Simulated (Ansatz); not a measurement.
# Cr3GaN (Pm-3m): phonons and vibrational spectra

Aim: the vibrations of Cr3GaN (Pm-3m), their spectra, and whether the structure is stable.

Program: Ansatz 0.2.0. Level of theory: DFT PBEsol, scalar-relativistic, plane waves, PAW; PAW set soft_1. Results are calculated unless marked as measured.

## (1) Starting point

The structure is cubic, space group Pm-3m (No. 221). Conventional cell: a = 3.829 Å, b = 3.829 Å, c = 3.829 Å, α = 90.00°, β = 90.00°, γ = 90.00°. Cr has 2 N at 1.91 Å nearest. Nearest to Ga lie 12 Cr at 2.71 Å. Nearest to N lie 6 Cr at 1.91 Å. Farther neighbours and most contacts between anions are not listed.

## (2) Rough relaxation

A rough relaxation comes first, because large forces or stress need no tight tolerances yet.

The input, input.yaml:

```yaml
crystal:
  lattice:
    - [3.829202, 0.0, 0.0]
    - [0.0, 3.829202, 0.0]
    - [0.0, 0.0, 3.829202]
  atoms:
    - { symbol: Cr, position: [0.5, 0.0, 0.5] }
    - { symbol: Cr, position: [0.0, 0.5, 0.5] }
    - { symbol: Cr, position: [0.5, 0.5, 0.0] }
    - { symbol: Ga, position: [0.0, 0.0, 0.0] }
    - { symbol: "N", position: [0.5, 0.5, 0.5] }
kpoints:
  mp_grid: { grid: [6, 6, 6] }
hamiltonian:
  xc: pbesol
  pseudopotentials: { kind: paw, azcp: { folder: soft_1 }, xc_functional: pbe }
scf:
  occupations: { method: gaussian, width: 0.1 }
output:
  forces: true
  stress: true
  eigenvalues: true
relax:
  adjacent_minimum: "off"
  f_tol: 0.05
  max_steps: 80
  cell: { stress_tol: 0.5 }
```

Started as:

```sh
> ansatz run input.yaml --threads 4 --pin off --max-ram 10240MiB --backend cpu --events-out ev --progress --plain --runs-dir out
```

Numbers of over 12 decimals in the logs are rounded to 6 here.

What it wrote:

```text
The last accepted step is kept in <dir> (removed where the run ends without a failure and the disk answers)
Engine: ansatz 0.2.0, aarch64-unknown-linux-gnu
Pseudopotentials: kind: paw
Pseudopotential: Cr, paw, valence charge 14, recommended cutoff 420 eV (normal), soft_1/Cr.paw.azcp
Pseudopotential: Ga, paw, valence charge 13, recommended cutoff 420 eV (normal), soft_1/Ga.paw.azcp
[...]
F+E_penalty+E_count = -14171.03683707 eV   max|allowed force component| = 3.918e-30 eV/Å   (the final SCF, on the basis selected at the relaxed cell)
  cell:  # Å, volume = 53.8235 Å³
    - [3.775639, 0, 0]
    - [0, 3.775639, 0]
    - [0, 0, 3.775639]
  atoms:
    - { symbol: Cr, position: [0.5, 0, 0.5] }
    - { symbol: Cr, position: [0, 0.5, 0.5] }
    - { symbol: Cr, position: [0.5, 0.5, 0] }
    - { symbol: Ga, position: [0, 0, 0] }
    - { symbol: N, position: [0.5, 0.5, 0.5] }
[key lines of the parts left out:]
SCF converged after 6 iterations
Free energy (F): -14171.036837 eV
Fermi energy:    17.553721 eV
P = ⅓ Tr σ = 0.1858 GPa (1.858 kbar)
```

Elapsed: 3.8 s, on 4 threads of Arm Neoverse V1, shared host; peak memory 0.39 GiB.

This run has no spin polarisation, although Cr can carry a moment.

The steps of the relaxation:

| step | energy less that of the first step (eV) | largest force component (eV/Å) | pressure (GPa) | volume (Å³) |
| --- | --- | --- | --- | --- |
| 1 | 0.0000 | 0.0000 | -9.88 | 56.15 |
| 2 | -0.0689 | 0.0000 | -2.89 | 54.48 |
| 3 | -0.0751 | 0.0000 | 0.22 | 53.82 |
| 4* | -0.0732 | 0.0000 | 0.19 | 53.82 |

Relaxation steps marked * repeat the geometry before them on a plane-wave basis chosen anew for their cell, so energy and pressure can jump there.

The run keeps the 48 symmetry operations that it works with, so distortions that break them were not tested.

| conventional cell, symmetrised | before | after | change |
| --- | --- | --- | --- |
| a (Å) | 3.829 | 3.776 | -1.4 % |
| b (Å) | 3.829 | 3.776 | -1.4 % |
| c (Å) | 3.829 | 3.776 | -1.4 % |
| volume (Å³/atom) | 11.23 | 10.76 | -4.1 % |

Final coordinates:

```cif
data_structure
_symmetry_space_group_name_H-M 'P 1'
_symmetry_Int_Tables_number 1
_cell_length_a 3.7756
_cell_length_b 3.7756
_cell_length_c 3.7756
_cell_angle_alpha 90.000
_cell_angle_beta 90.000
_cell_angle_gamma 90.000
_cell_volume 53.82
loop_
_atom_site_label
_atom_site_type_symbol
_atom_site_fract_x
_atom_site_fract_y
_atom_site_fract_z
_atom_site_occupancy
Cr1 Cr 0.50000 0.00000 0.50000 1
Cr2 Cr 0.00000 0.50000 0.50000 1
Cr3 Cr 0.50000 0.50000 0.00000 1
Ga4 Ga 0.00000 0.00000 0.00000 1
N5 N 0.50000 0.50000 0.50000 1
```

This step gave:

```yaml
pressure: 0.1858 GPa
volume_per_atom: 10.76 Å³
gap_on_the_k_mesh: 0 eV
```

In this step the volume went from 11.23 to 10.76 Å³/atom.

## (3) Relaxation

The cell and atoms are relaxed, since residual forces and stress would shift the frequencies.

input.yaml: that of step 2 with these lines changed.

```diff
@@ -2,5 +2,5 @@
   lattice:
-    - [3.829202, 0.0, 0.0]
-    - [0.0, 3.829202, 0.0]
-    - [0.0, 0.0, 3.829202]
+    - [3.7756394831, 0.0, 0.0]
+    - [0.0, 3.7756394831, 0.0]
+    - [0.0, 0.0, 3.7756394831]
   atoms:
@@ -12,3 +12,3 @@
 kpoints:
-  mp_grid: { grid: [6, 6, 6] }
+  mp_grid: { grid: [10, 10, 10] }
 hamiltonian:
@@ -22,6 +22,10 @@
   eigenvalues: true
+  write_density: true
+  write_potential: true
+  elf: true
+  volumetric_format: npy
 relax:
   adjacent_minimum: "off"
-  f_tol: 0.05
+  f_tol: 0.005
   max_steps: 80
-  cell: { stress_tol: 0.5 }
+  cell: { stress_tol: 0.05 }
```

What it wrote:

```text
[...]
Crystal: 5 atoms, lattice volume = 53.823 Å³
Basis set: ecut = 420 eV, 1021 PW (Γ), exchange–correlation on 54×54×54 points (8 copies of the dense FFT grid, shifted against one another)
Bands: 36, of which v1, the nominal top of the filled ones, is band 30 counted from 1 (29 counted from 0)
Symmetry: 48 space group operations
[...]
k-points: 56 of 1000
[...]
SCF iter   1: F=—  HF=-14175.528651 eV  |F-HF|=—  |Δ(HF+E_count)|=         —  Δρ=2.02e-1  dr2=2.12e1  ethr=3.10e-3  ⟨swp⟩=5.2  Hψ=6587  notcnv=0
[...]
SCF iter  10: F=-14171.048107 eV  HF=-14171.048107 eV  |F-HF|=3.75e-9  |Δ(HF+E_count)|=   3.13e-8  Δρ=3.79e-6  dr2=5.38e-9  ethr=1.67e-10  ⟨swp⟩=10.2  Hψ=11862  notcnv=0
the search or the solves at the SCF's close seem to have found levels that the self-consistency loop had missed (the run counts 2). By its estimate they hold under 1e-12 electrons; where the run keeps them, the occupations were computed again with them
SCF 1 converged in 10 iterations: F = -14171.048107 eV  dr2 = 5.38e-9
[...]
relax step   1: F+E_penalty+E_count = -14171.04810692 eV  Δ(F+E_penalty+E_count) = +0.000e0 eV  max|allowed force component| = 3.277e-29 eV/Å  Δτ_max = 0.0000 Å  P = +0.121 GPa  Ω = 53.823 Å³  (10 SCF iters, dr2 threshold 1.00e-7 eV, accepted)
Crystal: 5 atoms, lattice volume = 53.840 Å³
[...]
SCF iter   6: F=-14171.048098 eV  HF=-14171.048098 eV  |F-HF|=6.18e-11  |Δ(HF+E_count)|=  1.96e-10  Δρ=2.46e-7  dr2=5.29e-11  ethr=1.00e-12  ⟨swp⟩=4.4  Hψ=9178  notcnv=0
SCF 2 converged in 6 iterations: F = -14171.048098 eV  dr2 = 5.29e-11
relax step   2: F+E_penalty+E_count = -14171.04809843 eV  Δ(F+E_penalty+E_count) = +8.486e-6 eV  max|allowed force component| = 8.152e-30 eV/Å  Δτ_max = 0.0000 Å  P = +0.038 GPa  Ω = 53.840 Å³  energy of the carried Pulay correction = -1.689e-5 eV  (6 SCF iters, dr2 threshold 3.64e-8 eV, accepted)
[...]
SCF iter   9: F=-14171.048144 eV  HF=-14171.048144 eV  |F-HF|=0.00e0  |Δ(HF+E_count)|=    0.00e0  Δρ=2.14e-9  dr2=3.10e-15  ethr=1.00e-12  ⟨swp⟩=3.0  Hψ=5851  notcnv=0
SCF 3 converged in 9 iterations: F = -14171.048144 eV  dr2 = 3.10e-15
[...]
relax step   3: F+E_penalty+E_count = -14171.04814425 eV  Δ(F+E_penalty+E_count) = -4.581e-5 eV  max|allowed force component| = 1.091e-29 eV/Å  Δτ_max = 0.0000 Å  P = +0.038 GPa  Ω = 53.840 Å³  stress off target by 3.79e-2 GPa  SCF on the basis re-selected at this cell (its energy is not comparable with the rows above)  (9 SCF iters)
basis re-selected at this cell: Δ(F+E_penalty+E_count) = -4.581e-5 eV, ΔP = -0.000 GPa vs the last step (what re-selecting the basis moved, of the pressure what is left beyond the Pulay correction that the steps carried, after the strain that the cell walked since its last selection, with what the two solves' SCF thresholds leave and, on support functions, any second-order correction that the steps lacked; it is no m [...]
SCF converged after 9 iterations
Free energy (F): -14171.048144 eV
[...]
Internal energy: -14171.019968 eV  (E = F + TS)
E sigma→0 (E₀):  -14171.034056 eV
Entropy (-TS):   -0.028177 eV (-5.635 meV/atom)
Fermi energy:    17.561557 eV
[...]
--- Stress (GPa, compression-positive) ---
        0.037923       0.000000       0.000000
        0.000000       0.037923       0.000000
       -0.000000       0.000000       0.037923
  P = ⅓ Tr σ = 0.0379 GPa (0.379 kbar)
--- Band table (eV; the first three rows and the last of 56) ---
  k-point 0: bands = [... 26 lower, 14.8089, 17.6897, 17.6897, 17.6897, 18.0843, 18.0843, 19.3327, 19.5090, ... 2 higher]
  k-point 1: bands = [... 26 lower, 14.8959, 17.5876, 17.5876, 17.6459, 17.8600, 18.0855, 19.2594, 19.3988, ... 2 higher]
  k-point 2: bands = [... 26 lower, 15.1451, 17.3864, 17.4590, 17.4590, 17.5277, 18.0859, 19.0466, 19.2782, ... 2 higher]
  k-point 55: bands = [... 26 lower, 16.3424, 16.3424, 16.5566, 16.5566, 16.5566, 18.1608, 18.1608, 19.2699, ... 2 higher]
--- Relaxed structure (2 steps of the walk, 2 accepted, 1 SCFs on fresh bases) ---
[...]
cell:  # Å, volume = 53.8404 Å³
    - [3.776036, 0, 0]
    - [0, 3.776036, 0]
    - [0, 0, 3.776036]
  atoms:
    - { symbol: Cr, position: [0.5, 0, 0.5] }
    - { symbol: Cr, position: [0, 0.5, 0.5] }
    - { symbol: Cr, position: [0.5, 0.5, 0] }
    - { symbol: Ga, position: [0, 0, 0] }
    - { symbol: N, position: [0.5, 0.5, 0.5] }
```

Elapsed: 7.2 s, on 4 threads; peak memory 0.45 GiB.

Little changed from the start: no atom moved by 0.005 Å and no cell edge by 0.1 %.

Numbers from this step:

* pressure: 0.03792 GPa
* volume per atom: 10.77 Å³

Valence density in the ac plane at fractional y = 0.500, with atoms of Cr and N within 0.2 Å of it. It is the smooth field of the valence electrons, not physical close to the nuclei.

Ten even steps from '0' (0 e/Å³) to '9' (20 e/Å³), each cell a mean:
```
00000257410000
00000023200000
00000000000000
00000000000000
21000000000001
64100011100024
96200111100037
75100011100025
32000001000002
00000000000000
00000000000000
00000012100000
00000256410000
00000379620000
```
Columns run along a (3.8 Å), rows up along c (3.8 Å). Atoms in or near the plane, at fractional coordinates: Cr at (0.00, 0.50), Cr at (0.50, 0.00), N at (0.50, 0.50).

ELF in the ac plane at fractional y = 0.500, with atoms of Cr and N within 0.2 Å of it. It is the smooth field of the valence electrons, not physical close to the nuclei.

Ten even steps from '_' (0.13) to '@' (0.89), each cell a mean:
```
::::..__::++%%@@##==....::::
..::::....--++++==::....::::
__......____......____::....
::..__..::----==--::::__....
++==..__--####%%##**::__::==
%%##--..==%%**==**##--..==##
@@%%==..++##::__==%%==..++@@
@@##==..++%%==::**##--..++%%
**++::__==##%%##%%##--__--++
::::....::==++++==--::__..::
__........__......__......__
..::::....::====--..__..::..
::::::..::++##%%##==....::::
::::..__::**@@@@%%++::__..::
```
Columns run along a (3.8 Å), rows up along c (3.8 Å). Atoms in or near the plane, at fractional coordinates: Cr at (0.00, 0.50), Cr at (0.50, 0.00), N at (0.50, 0.50).

Electrostatic potential energy in the ac plane at fractional y = 0.500, with atoms of Cr and N within 0.2 Å of it. With pseudopotentials it is smooth inside the atoms' cores, unlike the true potential.

Ten even steps from '_' (-34 eV) to '@' (20 eV), each cell a mean:
```
@@@@@@%%++----==----**@@@@@@
@@@@@@%%##==------++##@@@@@@
@@@@@@@@%%**++==++##%%@@@@@@
++**%%@@@@%%####%%%%@@%%##**
----++%%%%##++==**%%%%##++--
==----**##==..__::**%%++----
++==--++##--______==##==--==
==----**##==____..++##++----
----==##%%##==--==##%%**==--
++++##%%@@%%######%%@@%%##++
%%%%@@@@%%##**++**%%@@@@%%%%
@@@@@@@@##==------++%%@@@@@@
@@@@@@%%++----==----**@@@@@@
@@@@@@%%++--==++==--++@@@@@@
```
Columns run along a (3.8 Å; values clipped at the 3rd and 97th percentile), rows up along c (3.8 Å). Atoms in or near the plane, at fractional coordinates: Cr at (0.00, 0.50), Cr at (0.50, 0.00), N at (0.50, 0.50).

In this step the volume went from 10.76 to 10.77 Å³/atom.

## (4) Tight relaxation

Phonons need a cell at rest on their own settings, so the relaxation is repeated with tight tolerances on forces and stress on the k mesh and occupations of the first response run.

The input, input.yaml:

```yaml
crystal:
  lattice:
    - [3.7760363222, 0.0, 0.0]
    - [0.0, 3.7760363222, 0.0]
    - [0.0, 0.0, 3.7760363222]
  atoms:
    - { symbol: Cr, position: [0.5, 0.0, 0.5] }
    - { symbol: Cr, position: [0.0, 0.5, 0.5] }
    - { symbol: Cr, position: [0.5, 0.5, 0.0] }
    - { symbol: Ga, position: [0.0, 0.0, 0.0] }
    - { symbol: "N", position: [0.5, 0.5, 0.5] }
kpoints:
  mp_grid: { grid: [12, 12, 12] }
hamiltonian:
  xc: pbesol
  pseudopotentials: { kind: paw, azcp: { folder: soft_1 }, xc_functional: pbe }
scf:
  occupations: { method: methfessel_paxton, width: 0.2 }
output:
  forces: true
  stress: true
  eigenvalues: true
relax:
  adjacent_minimum: "off"
  f_tol: 0.001
  max_steps: 60
  cell: { stress_tol: 0.01 }
```

What it wrote:

```text
[...]
Crystal: 5 atoms, lattice volume = 53.840 Å³
Basis set: ecut = 420 eV, 1021 PW (Γ), exchange–correlation on 54×54×54 points (8 copies of the dense FFT grid, shifted against one another)
Bands: 36, of which v1, the nominal top of the filled ones, is band 30 counted from 1 (29 counted from 0)
Symmetry: 48 space group operations
[...]
k-points: 84 of 1728
[...]
--- Relaxed structure (2 steps of the walk, 2 accepted, 1 SCFs on fresh bases) ---
[...]
cell:  # Å, volume = 53.8362 Å³
    - [3.775937, 0, 0]
    - [0, 3.775937, 0.0]
    - [0, 0.0, 3.775937]
  atoms:
    - { symbol: Cr, position: [0.5, 0, 0.5] }
    - { symbol: Cr, position: [0, 0.5, 0.5] }
    - { symbol: Cr, position: [0.5, 0.5, 0] }
    - { symbol: Ga, position: [0, 0, 0] }
    - { symbol: N, position: [0.5, 0.5, 0.5] }
[key lines of the parts left out:]
SCF converged after 8 iterations
Free energy (F): -14171.037453 eV
Fermi energy:    17.569454 eV
P = ⅓ Tr σ = -0.0094 GPa (-0.094 kbar)
```

Wall time 9.1 s (4 threads); peak memory 0.48 GiB.

Little changed from the start: no atom moved by 0.005 Å and no cell edge by 0.1 %.

This step gave:

| Item | Value |
| --- | --- |
| pressure | -0.009362 GPa |

The forces vanish by symmetry and the pressure is -0.009 GPa, within the tolerances set. The cell now holds 10.77 Å³/atom.

## (5) Zone-centre response

The zone centre comes first: it holds the modes that light can see, as far as symmetry allows. No field response is asked, since the mesh shows no gap.

input.yaml, the sections that differ from step 4:

```yaml
crystal:
  lattice:
    - [3.7759371135, 0.0, 0.0]
    - [0.0, 3.7759371135, 0.0]
    - [0.0, 0.0, 3.7759371135]
  atoms:
    - { symbol: Cr, position: [0.5, 0.0, 0.5] }
    - { symbol: Cr, position: [0.0, 0.5, 0.5] }
    - { symbol: Cr, position: [0.5, 0.5, 0.0] }
    - { symbol: Ga, position: [0.0, 0.0, 0.0] }
    - { symbol: "N", position: [0.5, 0.5, 0.5] }
output:
  eigenvalues: true
phonons:
  method: dfpt
# kpoints, hamiltonian, scf: as in step 4
# relax: removed
```

What it wrote:

```text
zone centre: on kpoints.mp_grid the ground state, and the responses unless they are solved on pairs of k-points, stand on 343 of the mesh's 1728 k-points, reduced under 8 symmetry operations, with k and −k counted as one. Each operation leaves every solved displacement unchanged or reverses it
[...]
Crystal: 5 atoms, lattice volume = 53.836 Å³
Basis set: ecut = 420 eV, 1021 PW (Γ), exchange–correlation on 54×54×54 points (8 copies of the dense FFT grid, shifted against one another)
Bands: 36, of which v1, the nominal top of the filled ones, is band 30 counted from 1 (29 counted from 0)
Symmetry: 48 space group operations
k-points: 343 of 1728 (irreducible under 8 space group operations)
[...]
SCF iter   1: F=—  HF=-14175.521572 eV  |F-HF|=—  |Δ(HF+E_count)|=         —  Δρ=2.02e-1  dr2=2.12e1  ethr=3.10e-3  ⟨swp⟩=5.1  Hψ=40081  notcnv=0
[...]
SCF iter  13: F=-14171.037453 eV  HF=-14171.037453 eV  |F-HF|=5.46e-12  |Δ(HF+E_count)|=  1.46e-11  S|Δr|=    0.00e0  Δρ=8.57e-8  dr2=3.37e-12  ethr=1.00e-12  ⟨swp⟩=5.2  Hψ=51918  notcnv=0
[...]
SCF 1 converged in 13 iterations: F = -14171.037453 eV  dr2 = 3.37e-12
[...]
DFPT response loops at Γ: preconditioner auto → Kerker (q_TF=auto, 2.778 Å⁻¹) (partly filled bands, converged f_vac=0.000); β = 1.00, the filter's whole step (`scf.mixing.beta` (0.50) is not read by the response loops under this deck's `scf.mixing.preconditioner`; to damp them name `kerker` or `kerker_dos`, under which they read `scf.mixing.beta`, and type it under 1.00, their step now; both keys bind the ground state too); Broyden in place of MSR1
SCF converged after 13 iterations
[...]
Free energy (F): -14171.037453 eV
[...]
Internal energy: -14171.035473 eV  (E = F + TS)
E sigma→0 (E₀):  -14171.036958 eV
Entropy (-TS):   -0.001980 eV (-0.396 meV/atom)
Fermi energy:    17.569455 eV
[...]
--- Band table (eV; the first three rows and the last of 343) ---
  k-point 0: bands = [... 26 lower, 14.8094, 17.6896, 17.6896, 17.6896, 18.0867, 18.0867, 19.3328, 19.5109, ... 2 higher]
  k-point 1: bands = [... 26 lower, 14.8700, 17.6140, 17.6140, 17.6589, 17.9284, 18.0876, 19.2818, 19.4192, ... 2 higher]
  k-point 2: bands = [... 26 lower, 15.0463, 17.4903, 17.4903, 17.5427, 17.5733, 18.0888, 19.1319, 19.3232, ... 2 higher]
  k-point 342: bands = [... 26 lower, 16.3443, 16.3443, 16.5574, 16.5574, 16.5574, 18.1604, 18.1604, 19.2710, ... 2 higher]
--- Phonons (Γ-DFPT): 4 representative perturbations + reference, on 343 of 1728 k-points (Σ response iterations 12) ---
  k mesh reduced under 8 symmetry operations, with k and −k counted as one. Each operation leaves every solved displacement unchanged or reverses it
  ASR residual: 8.147e-5 → 0.000e0 eV/Å²; symmetrization residual: 2.494e-6 eV/Å²
  ASR residual per site (eV/Å²): 1.99e-5 1.99e-5 1.99e-5 8.15e-5 5.30e-6
  Γ frequencies (cm⁻¹): 0.00 0.00 0.00 104.39 104.39 104.39 148.22 148.22 148.22 217.16 217.16 217.16 679.46 679.46 679.46
  non-analytic LO–TO correction: not included (Born effective charges unavailable; polar crystals: no LO–TO splitting at Γ)
```

Elapsed: 2 min, on 4 threads; peak memory 2.6 GiB; 7.7 min of CPU time.

Reading the cycles: dr2 is the Hartree energy of the density residual (eV), the measure of convergence; HF is the Harris–Foulkes estimate of the energy, which meets the free energy F at convergence.

Numbers from this step:

```yaml
sum_rule_residual_before_enforcement: 8.15e-5 eV/Å²
point_group: m-3m
highest_optical_mode_at_the_zone_centre_no_lo_to_term: 679.5 cm⁻¹
lowest_optical_zone_centre_mode: 104.4 cm⁻¹
```

Patterns of degenerate modes are one choice out of their space. The modes at Γ (shares of kinetic energy by element, %):

```csv
mode,frequency (cm⁻¹),symmetry,Cr %,Ga %,N %
1,0.0,acoustic,65,29,6
2,0.0,acoustic,65,29,6
3,0.0,acoustic,65,29,6
4,104.4,T2u,100,0,0
5,104.4,T2u,100,0,0
6,104.4,T2u,100,0,0
7,148.2,T1u,75,9,16
8,148.2,T1u,75,9,16
9,148.2,T1u,75,9,16
10,217.2,T1u,38,62,0
11,217.2,T1u,38,62,0
12,217.2,T1u,38,62,0
13,679.5,T1u,22,0,78
14,679.5,T1u,22,0,78
15,679.5,T1u,22,0,78
```

Displacements in mode 4 (104.4 cm⁻¹), the largest set to 1:
```
Cr1 -0.06  0.00  1.00
Cr2  0.00 -0.07 -1.00
Cr3  0.06  0.07  0.00
Ga4  0.00  0.00  0.00
N5   0.00  0.00  0.00
```

Displacements in mode 7 (148.2 cm⁻¹), the largest set to 1:
```
Cr1  0.01  0.97  0.12
Cr2 -0.02 -0.40  0.12
Cr3  0.01 -0.40 -0.28
Ga4  0.01 -0.33  0.10
N5  -0.02  1.00 -0.30
```

Before it was imposed, the acoustic sum rule was missed by 8.1e-5 eV/Å². Small misses are needed for a sound result but don't prove that mesh and cutoff are converged. The lowest optical mode is real, 104 cm⁻¹.

(Continued in part 2 of 2.)

[Logs are printed without paths, hosts, clocks, repeated set-up lines and the standing remarks that a program may print on its own settings, such as how far it seeks lower states.]

[Hosts, paths, dates, database ids (printed as entryN), source tags and the programs' standing remarks are cut or masked in the printed files.]
